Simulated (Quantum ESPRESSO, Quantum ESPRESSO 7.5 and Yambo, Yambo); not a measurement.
# Quasiparticle gap of MoS2 (P6_3/mmc) in Yambo

How does a plane-wave GW calculation on MoS2 (P6_3/mmc) run from the first input to the gap?

Main program and level: Quantum ESPRESSO 7.5 and Yambo 5.3.0; PBE and many-body steps on it, plane waves.

The database entry behind the starting cell differs from later determinations by our own check (about 0.3 % long), so it need not match the best structure at ambient conditions.

**1. Set-up**

The structure is hexagonal, space group P6_3/mmc (No. 194). Conventional cell: a = 3.169 Å, b = 3.169 Å, c = 12.324 Å, α = 90.00°, β = 90.00°, γ = 120.00°. Nearest to Mo lie 6 S at 2.41 Å. S has 3 Mo at 2.41 Å nearest. Farther neighbours and most contacts between anions are not listed.

The cell and positions come from the Crystallography Open Database and are kept as given unless a step says otherwise.

**2. Ground state**

This step: Quantum ESPRESSO 7.5; DFT, PBE, plane waves, norm-conserving pseudopotentials.

The ground-state density comes first.

Input file pw.in:

```
&control
  calculation = 'scf'
  prefix = 'x'
  outdir = 'o'
  pseudo_dir = 'pseudo'
/
&system
  ibrav = 0
  nat = 6
  ntyp = 2
  ecutwfc = 72.0
  nbnd = 33
  force_symmorphic = .true.
/
&electrons
  conv_thr = 1e-10
  electron_maxstep = 80
  mixing_beta = 0.5
/
ATOMIC_SPECIES
  Mo 95.95 Mo.upf
  S 32.06 S.upf
CELL_PARAMETERS angstrom
  3.1690000000 -0.0000000000 0.0000000000
  -1.5845000000 2.7444345046 0.0000000000
  0.0000000000 0.0000000000 12.3240000000
ATOMIC_POSITIONS crystal
  Mo 0.3333333333 0.6666666667 0.2500000000
  Mo 0.6666666667 0.3333333333 0.7500000000
  S 0.3333333333 0.6666666667 0.6230000000
  S 0.6666666667 0.3333333333 0.1230000000
  S 0.3333333333 0.6666666667 0.8770000000
  S 0.6666666667 0.3333333333 0.3770000000
K_POINTS automatic
  6 6 2 0 0 0
```

Command:

```sh
> OMP_NUM_THREADS=1 mpirun -n 8 pw.x -nk 8 -in pw.in > pw.out
```

The program printed:

```text
Program PWSCF v.7.5 starts

     This program is part of the open-source Quantum ESPRESSO suite
     for quantum simulation of materials; please cite
         "P. Giannozzi et al., J. Phys.:Condens. Matter 21 395502 (2009);
         "P. Giannozzi et al., J. Phys.:Condens. Matter 29 465901 (2017);
         "P. Giannozzi et al., J. Chem. Phys. 152 154105 (2020);
     in publications or presentations arising from this work. More details at
     Message from routine setup:
     using ibrav=0 with symmetry is DISCOURAGED, use correct ibrav instead

     G-vector sticks info

     bravais-lattice index     =            0
     lattice parameter (alat)  =       5.9885  a.u.
     unit-cell volume          =     723.3082 (a.u.)^3
     number of atoms/cell      =            6
     number of atomic types    =            2
     number of electrons       =        52.00
     number of Kohn-Sham states=           33
     kinetic-energy cutoff     =      72.0000  Ry
     charge density cutoff     =     288.0000  Ry
     scf convergence threshold =      1.0E-10
     mixing beta               =       0.5000
     number of iterations used =            8  plain     mixing
     Exchange-correlation= PBE
                           (   1   4   3   4   0   0   0)

     celldm(1)=   5.988542  celldm(2)=   0.000000  celldm(3)=   0.000000
     celldm(4)=   0.000000  celldm(5)=   0.000000  celldm(6)=   0.000000

     crystal axes: (cart. coord. in units of alat)
               a(1) = (   1.000000  -0.000000   0.000000 )
               a(2) = (  -0.500000   0.866025   0.000000 )
               a(3) = (   0.000000   0.000000   3.888924 )

     reciprocal axes: (cart. coord. in units 2 pi/alat)
               b(1) = (  1.000000  0.577350 -0.000000 )
               b(2) = (  0.000000  1.154701 -0.000000 )
               b(3) = ( -0.000000 -0.000000  0.257141 )
     Pseudo is Norm-conserving + core correction, Zval = 14.0
     Generated using ONCVPSP code by D. R. Hamann
     Using radial grid of 1640 points,  6 beta functions with:
     Pseudo is Norm-conserving + core correction, Zval =  6.0
     Generated using ONCVPSP code by D. R. Hamann
     Using radial grid of 1146 points,  6 beta functions with:
     Mo               14.00    95.95000     Mo( 1.00)
     S                 6.00    32.06000     S ( 1.00)

     12 Sym. Ops., with inversion, found

   Cartesian axes

     site n.     atom                  positions (alat units)
         1        Mo     tau(   1) = (  -0.0000000   0.5773503   0.9722310  )
         2        Mo     tau(   2) = (   0.5000000   0.2886751   2.9166930  )
         3        S      tau(   3) = (  -0.0000000   0.5773503   2.4227996  )
         4        S      tau(   4) = (   0.5000000   0.2886751   0.4783376  )
         5        S      tau(   5) = (  -0.0000000   0.5773503   3.4105863  )
         6        S      tau(   6) = (   0.5000000   0.2886751   1.4661243  )

     number of k points=    14
                       cart. coord. in units 2pi/alat
        k(    1) = (   0.0000000   0.0000000   0.0000000), wk =   0.0277778
        k(    2) = (   0.0000000   0.0000000  -0.1285703), wk =   0.0277778
        k(    3) = (   0.0000000   0.1924501   0.0000000), wk =   0.1666667
        k(    4) = (   0.0000000   0.1924501  -0.1285703), wk =   0.1666667
        k(    5) = (   0.0000000   0.3849002   0.0000000), wk =   0.1666667
        k(    6) = (   0.0000000   0.3849002  -0.1285703), wk =   0.1666667
        k(    7) = (   0.0000000  -0.5773503   0.0000000), wk =   0.0833333
        k(    8) = (   0.0000000  -0.5773503  -0.1285703), wk =   0.0833333
        k(    9) = (   0.1666667   0.2886751   0.0000000), wk =   0.1666667
        k(   10) = (   0.1666667   0.2886751  -0.1285703), wk =   0.1666667
        k(   11) = (   0.1666667   0.4811252   0.0000000), wk =   0.3333333
        k(   12) = (   0.1666667   0.4811252  -0.1285703), wk =   0.3333333
        k(   13) = (   0.3333333   0.5773503   0.0000000), wk =   0.0555556
        k(   14) = (   0.3333333   0.5773503  -0.1285703), wk =   0.0555556

     Dense  grid:    59645 G-vectors     FFT dimensions: (  36,  36, 125)

     Initial potential from superposition of free atoms

     starting charge      51.9970, renormalised to      52.0000
     Starting wfcs are   36 randomized atomic wfcs

     per-process dynamical memory:    53.9 Mb

     Self-consistent Calculation

     iteration #  1     ecut=    72.00 Ry     beta= 0.50

     total energy              =    -369.39247363 Ry
     estimated scf accuracy    <       0.89796415 Ry

     iteration #  2     ecut=    72.00 Ry     beta= 0.50

     total energy              =    -369.28614513 Ry
     estimated scf accuracy    <       3.50928158 Ry

     iteration #  3     ecut=    72.00 Ry     beta= 0.50

     total energy              =    -369.78652234 Ry
     estimated scf accuracy    <       0.03838184 Ry

     iteration #  4     ecut=    72.00 Ry     beta= 0.50

     total energy              =    -369.79123381 Ry
     estimated scf accuracy    <       0.00751408 Ry

     iteration #  5     ecut=    72.00 Ry     beta= 0.50

     total energy              =    -369.79086833 Ry
     estimated scf accuracy    <       0.01737656 Ry

     iteration #  6     ecut=    72.00 Ry     beta= 0.50

     total energy              =    -369.79262735 Ry
     estimated scf accuracy    <       0.00049220 Ry

     iteration #  7     ecut=    72.00 Ry     beta= 0.50

     total energy              =    -369.79266112 Ry
     estimated scf accuracy    <       0.00009850 Ry

     iteration #  8     ecut=    72.00 Ry     beta= 0.50

     total energy              =    -369.79267635 Ry
     estimated scf accuracy    <       0.00000359 Ry

     iteration #  9     ecut=    72.00 Ry     beta= 0.50

     total energy              =    -369.79267771 Ry
     estimated scf accuracy    <       0.00000078 Ry

     iteration # 10     ecut=    72.00 Ry     beta= 0.50

     total energy              =    -369.79267792 Ry
     estimated scf accuracy    <       0.00000006 Ry

     iteration # 11     ecut=    72.00 Ry     beta= 0.50

     total energy              =    -369.79267793 Ry
     estimated scf accuracy    <       0.00000002 Ry

     iteration # 12     ecut=    72.00 Ry     beta= 0.50

     total energy              =    -369.79267793 Ry
     estimated scf accuracy    <          2.1E-09 Ry

     iteration # 13     ecut=    72.00 Ry     beta= 0.50

     End of self-consistent calculation

          k = 0.0000 0.0000 0.0000 (  7437 PWs)   bands (ev):

   -50.5384 -50.5384 -24.6884 -24.6883 -24.4613 -24.4613 -24.4613 -24.4613
    -3.9616  -3.6916  -2.7522  -2.3099   4.1333   5.1658   7.5093   7.7226
     7.7226   7.7359   7.7359   8.8164   8.8164   8.8631   8.8631   9.8089
     9.8478  10.9922  13.0918  13.0918  13.1200  13.1200  13.2560  13.2560
    13.4279

          k = 0.0000 0.0000-0.1286 (  7394 PWs)   bands (ev):

   -50.5384 -50.5384 -24.6883 -24.6883 -24.4613 -24.4613 -24.4613 -24.4613
    -3.8469  -3.8469  -2.5134  -2.5134   4.5688   4.5688   7.7291   7.7291
     7.7291   7.7291   8.4343   8.4343   8.8397   8.8397   8.8397   8.8397
    10.7265  10.7265  13.0972  13.0972  13.0972  13.0972  13.3503  13.3503
    13.3503

          k = 0.0000 0.1925 0.0000 (  7442 PWs)   bands (ev):

   -50.5285 -50.5285 -24.6689 -24.6688 -24.5603 -24.5603 -24.4839 -24.4838
    -3.5570  -3.2955  -2.5591  -2.1681   4.5676   5.5623   6.8542   6.9304
     6.9989   7.7184   8.1219   8.1570   8.2525   8.3135   8.9356   9.8074
     9.8268  10.2214  12.4828  12.8459  12.8567  13.0505  13.0659  13.1601
    13.6280

          k = 0.0000 0.1925-0.1286 (  7432 PWs)   bands (ev):

     [... further k-points ...]

     highest occupied, lowest unoccupied level (ev):    10.9922   11.8810

!    total energy              =    -369.79267793 Ry
     estimated scf accuracy    <          4.6E-11 Ry

     The total energy is the sum of the following terms:
     one-electron contribution =    -171.31868462 Ry
     hartree contribution      =     107.97711229 Ry
     xc contribution           =     -66.75611785 Ry
     ewald contribution        =    -239.69498775 Ry

     convergence has been achieved in  13 iterations

     XML data file, charge density, pseudopotentials, collected wavefunctions

=------------------------------------------------------------------------------=
   JOB DONE.
=------------------------------------------------------------------------------=
```

Elapsed: 12 s, on 8 MPI ranks of Arm Neoverse V2, shared host; peak memory 0.8 GiB; 97 s of CPU time.

Numbers from this step:

| Item | Value |
| --- | --- |
| total energy | -5031.2857 eV |
| gap | 0.8888 eV |
| k of the valence top | 0, 0, 0 |
| k of the conduction bottom | 0.1667, 0.1667, 0 |
| least direct gap | 1.654 eV |

The gap is indirect, with the least direct gap 0.77 eV higher.

**3. Bands along the symmetry lines**

The cheap functional maps the bands first; the places of the edges decide which points the dearer methods must see.

Input file pw.in:

```
&control
  calculation = 'bands'
  prefix = 'x'
  outdir = 'o'
  pseudo_dir = 'pseudo'
/
&system
  ibrav = 0
  nat = 6
  ntyp = 2
  ecutwfc = 72.0
  nbnd = 32
  force_symmorphic = .true.
/
&electrons
  conv_thr = 1e-9
  electron_maxstep = 80
  diago_full_acc = .true.
  diago_thr_init = 5e-6
/
ATOMIC_SPECIES
  Mo 95.95 Mo.upf
  S 32.06 S.upf
CELL_PARAMETERS angstrom
  3.1690000000 -0.0000000000 0.0000000000
  -1.5845000000 2.7444345046 0.0000000000
  0.0000000000 0.0000000000 12.3240000000
ATOMIC_POSITIONS crystal
  Mo 0.3333333333 0.6666666667 0.2500000000
  Mo 0.6666666667 0.3333333333 0.7500000000
  S 0.3333333333 0.6666666667 0.6230000000
  S 0.6666666667 0.3333333333 0.1230000000
  S 0.3333333333 0.6666666667 0.8770000000
  S 0.6666666667 0.3333333333 0.3770000000
K_POINTS crystal
  75
  0.00000000 0.00000000 0.00000000 1
  0.06250000 0.00000000 0.00000000 1
  0.12500000 0.00000000 0.00000000 1
  0.18750000 0.00000000 0.00000000 1
  0.25000000 0.00000000 0.00000000 1
  0.31250000 0.00000000 0.00000000 1
  0.37500000 0.00000000 0.00000000 1
  0.43750000 0.00000000 0.00000000 1
  0.50000000 0.00000000 0.00000000 1
  0.47916667 0.04166667 0.00000000 1
  0.45833333 0.08333333 0.00000000 1
  0.43750000 0.12500000 0.00000000 1
  0.41666666 0.16666666 0.00000000 1
  0.39583333 0.20833333 0.00000000 1
  0.37500000 0.25000000 0.00000000 1
  0.35416666 0.29166666 0.00000000 1
  0.33333333 0.33333333 0.00000000 1
  0.29166666 0.29166666 0.00000000 1
  0.25000000 0.25000000 0.00000000 1
  0.20833333 0.20833333 0.00000000 1
  0.16666666 0.16666666 0.00000000 1
  0.12500000 0.12500000 0.00000000 1
  0.08333333 0.08333333 0.00000000 1
  0.04166667 0.04166667 0.00000000 1
  0.00000000 0.00000000 0.00000000 1
  0.00000000 0.00000000 0.06250000 1
  0.00000000 0.00000000 0.12500000 1
  0.00000000 0.00000000 0.18750000 1
  0.00000000 0.00000000 0.25000000 1
  0.00000000 0.00000000 0.31250000 1
  0.00000000 0.00000000 0.37500000 1
  0.00000000 0.00000000 0.43750000 1
  0.00000000 0.00000000 0.50000000 1
  0.06250000 0.00000000 0.50000000 1
  0.12500000 0.00000000 0.50000000 1
  0.18750000 0.00000000 0.50000000 1
  0.25000000 0.00000000 0.50000000 1
  0.31250000 0.00000000 0.50000000 1
  0.37500000 0.00000000 0.50000000 1
  0.43750000 0.00000000 0.50000000 1
  0.50000000 0.00000000 0.50000000 1
  0.47916667 0.04166667 0.50000000 1
  0.45833333 0.08333333 0.50000000 1
  0.43750000 0.12500000 0.50000000 1
  0.41666666 0.16666666 0.50000000 1
  0.39583333 0.20833333 0.50000000 1
  0.37500000 0.25000000 0.50000000 1
  0.35416666 0.29166666 0.50000000 1
  0.33333333 0.33333333 0.50000000 1
  0.29166666 0.29166666 0.50000000 1
  0.25000000 0.25000000 0.50000000 1
  0.20833333 0.20833333 0.50000000 1
  0.16666666 0.16666666 0.50000000 1
  0.12500000 0.12500000 0.50000000 1
  0.08333333 0.08333333 0.50000000 1
  0.04166667 0.04166667 0.50000000 1
  0.00000000 0.00000000 0.50000000 1
  0.50000000 0.00000000 0.50000000 1
  0.50000000 0.00000000 0.43750000 1
  0.50000000 0.00000000 0.37500000 1
  0.50000000 0.00000000 0.31250000 1
  0.50000000 0.00000000 0.25000000 1
  0.50000000 0.00000000 0.18750000 1
  0.50000000 0.00000000 0.12500000 1
  0.50000000 0.00000000 0.06250000 1
  0.50000000 0.00000000 0.00000000 1
  0.33333333 0.33333333 0.50000000 1
  0.33333333 0.33333333 0.43750000 1
  0.33333333 0.33333333 0.37500000 1
  0.33333333 0.33333333 0.31250000 1
  0.33333333 0.33333333 0.25000000 1
  0.33333333 0.33333333 0.18750000 1
  0.33333333 0.33333333 0.12500000 1
  0.33333333 0.33333333 0.06250000 1
  0.33333333 0.33333333 0.00000000 1
```

The program printed:

```text
[banner, memory and clock lines left out]
Program PWSCF v.7.5 starts

     Atomic positions and unit cell read from directory:
     o/x.save/

     Message from routine setup:
     using ibrav=0 with symmetry is DISCOURAGED, use correct ibrav instead

     G-vector sticks info

     bravais-lattice index     =            0
     lattice parameter (alat)  =       5.9885  a.u.
     unit-cell volume          =     723.3082 (a.u.)^3
     number of atoms/cell      =            6
     number of atomic types    =            2
     number of electrons       =        52.00
     number of Kohn-Sham states=           32
     kinetic-energy cutoff     =      72.0000  Ry
     charge density cutoff     =     288.0000  Ry
     Exchange-correlation= PBE
                           (   1   4   3   4   0   0   0)

     celldm(1)=   5.988542  celldm(2)=   0.000000  celldm(3)=   0.000000
     celldm(4)=   0.000000  celldm(5)=   0.000000  celldm(6)=   0.000000

     crystal axes: (cart. coord. in units of alat)
               a(1) = (   1.000000  -0.000000   0.000000 )
               a(2) = (  -0.500000   0.866025   0.000000 )
               a(3) = (   0.000000   0.000000   3.888924 )

     reciprocal axes: (cart. coord. in units 2 pi/alat)
               b(1) = (  1.000000  0.577350 -0.000000 )
               b(2) = (  0.000000  1.154701 -0.000000 )
               b(3) = ( -0.000000 -0.000000  0.257141 )
     Pseudo is Norm-conserving + core correction, Zval = 14.0
     Generated using ONCVPSP code by D. R. Hamann
     Using radial grid of 1640 points,  6 beta functions with:
     Pseudo is Norm-conserving + core correction, Zval =  6.0
     Generated using ONCVPSP code by D. R. Hamann
     Using radial grid of 1146 points,  6 beta functions with:
     Mo               14.00    95.95000     Mo( 1.00)
     S                 6.00    32.06000     S ( 1.00)

     12 Sym. Ops., with inversion, found

   Cartesian axes

     site n.     atom                  positions (alat units)
         1        Mo     tau(   1) = (  -0.0000000   0.5773503   0.9722310  )
         2        Mo     tau(   2) = (   0.5000000   0.2886751   2.9166930  )
         3        S      tau(   3) = (  -0.0000000   0.5773503   2.4227996  )
         4        S      tau(   4) = (   0.5000000   0.2886751   0.4783376  )
         5        S      tau(   5) = (  -0.0000000   0.5773503   3.4105863  )
         6        S      tau(   6) = (   0.5000000   0.2886751   1.4661243  )

     number of k points=    75
                       cart. coord. in units 2pi/alat
        k(    1) = (   0.0000000   0.0000000   0.0000000), wk =   0.0266667
        k(    2) = (   0.0625000   0.0360844   0.0000000), wk =   0.0266667
        k(    3) = (   0.1250000   0.0721688   0.0000000), wk =   0.0266667
[...]
[... 63 further rows ...]
        k(   74) = (   0.3333333   0.5773503   0.0160713), wk =   0.0266667
        k(   75) = (   0.3333333   0.5773503   0.0000000), wk =   0.0266667

     Dense  grid:    59645 G-vectors     FFT dimensions: (  36,  36, 125)

     The potential is recalculated from file :
     o/x.save/charge-density

     Starting wfcs are   36 randomized atomic wfcs

     Band Structure Calculation

     End of band structure calculation

          k = 0.0000 0.0000 0.0000 (  7437 PWs)   bands (ev):

   -50.5384 -50.5384 -24.6885 -24.6884 -24.4614 -24.4614 -24.4613 -24.4613
    -3.9616  -3.6916  -2.7522  -2.3099   4.1333   5.1657   7.5093   7.7226
     7.7226   7.7359   7.7359   8.8164   8.8164   8.8630   8.8630   9.8089
[...]
k = 0.0625 0.0361 0.0000 (  7418 PWs)   bands (ev):

[...]
k = 0.1250 0.0722 0.0000 (  7444 PWs)   bands (ev):

[...]
k = 0.3333 0.5774 0.0161 (  7467 PWs)   bands (ev):

[...]
k = 0.3333 0.5774 0.0000 (  7476 PWs)   bands (ev):

[...]
6.0822   6.3466   6.7920   6.7920   7.2036   7.2036   8.2946   8.2947
    10.2282  10.3901  12.0439  12.0439  12.8356  13.8283  13.8283  13.8590

     XML data file, pseudopotentials, collected wavefunctions
```

Wall time 16 s (8 MPI ranks); peak memory 0.71 GiB.

Numbers from this step:

```yaml
gap: 0.8888 eV
k_of_the_valence_top: 0, 0, 0
k_of_the_conduction_bottom: 0.1667, 0.1667, 0
least_direct_gap: 1.654 eV
```

The gap is 0.889 eV, as in the run before at this level.

The electronic bands at the labelled points (eV, zero at the top of the highest filled band):

```
    point  band 23  band 24  band 25  band 26  band 27  band 28  band 29  band 30
        Γ    -2.13    -1.18    -1.14     0.00     2.10     2.10     2.13     2.13
  halfway    -2.30    -1.61    -1.49    -1.36     1.21     1.60     1.81     2.04
        M    -1.73    -1.53    -1.40    -1.27     1.60     1.65     2.00     2.26
  halfway    -2.78    -2.34    -1.08    -0.90     1.45     1.56     2.30     2.41
        K    -2.70    -2.70    -0.76    -0.60     1.05     1.05     1.84     2.84
  halfway    -1.80    -1.59    -1.48    -1.45     0.89     1.63     1.72     1.81
        Γ    -2.13    -1.18    -1.14     0.00     2.10     2.10     2.13     2.13
  halfway    -2.14    -1.83    -0.63    -0.06     2.10     2.10     2.12     2.12
        A    -2.15    -2.15    -0.27    -0.27     2.10     2.10     2.10     2.11
  halfway    -2.05    -2.05    -1.37    -1.37     1.55     1.55     1.69     1.69
        L    -1.63    -1.63    -1.33    -1.33     1.62     1.62     2.14     2.14
  halfway    -2.60    -2.60    -0.99    -0.99     1.51     1.51     2.34     2.34
        H    -2.87    -2.87    -0.69    -0.69     1.05     1.05     2.30     2.30
  halfway    -1.75    -1.75    -1.46    -1.46     1.22     1.22     1.82     1.82
        A    -2.15    -2.15    -0.27    -0.27     2.10     2.10     2.11     2.11
jump to L    -1.63    -1.63    -1.33    -1.33     1.62     1.62     2.14     2.14
  halfway    -1.70    -1.56    -1.38    -1.29     1.61     1.64     2.04     2.23
        M    -1.73    -1.53    -1.40    -1.27     1.60     1.65     2.00     2.26
jump to H    -2.87    -2.87    -0.69    -0.69     1.05     1.05     2.30     2.30
  halfway    -2.77    -2.77    -0.74    -0.63     1.05     1.05     1.97     2.68
        K    -2.70    -2.70    -0.76    -0.60     1.05     1.05     1.84     2.84
```

(Continued in part 2 of 3.)

[Paths, hosts, dates, memory and timing lines, banners, echoed tables and standing remarks are left out of the program output.]

[Logs are printed without paths, hosts, clocks, repeated set-up lines and the standing remarks that a program may print on its own settings, such as how far it seeks lower states.]

[Runs of the session that timed out or met a known fault of the program may be left out.]

[Hosts, paths, dates, database ids (printed as entryN), source tags and the programs' standing remarks are cut or masked in the printed files.]
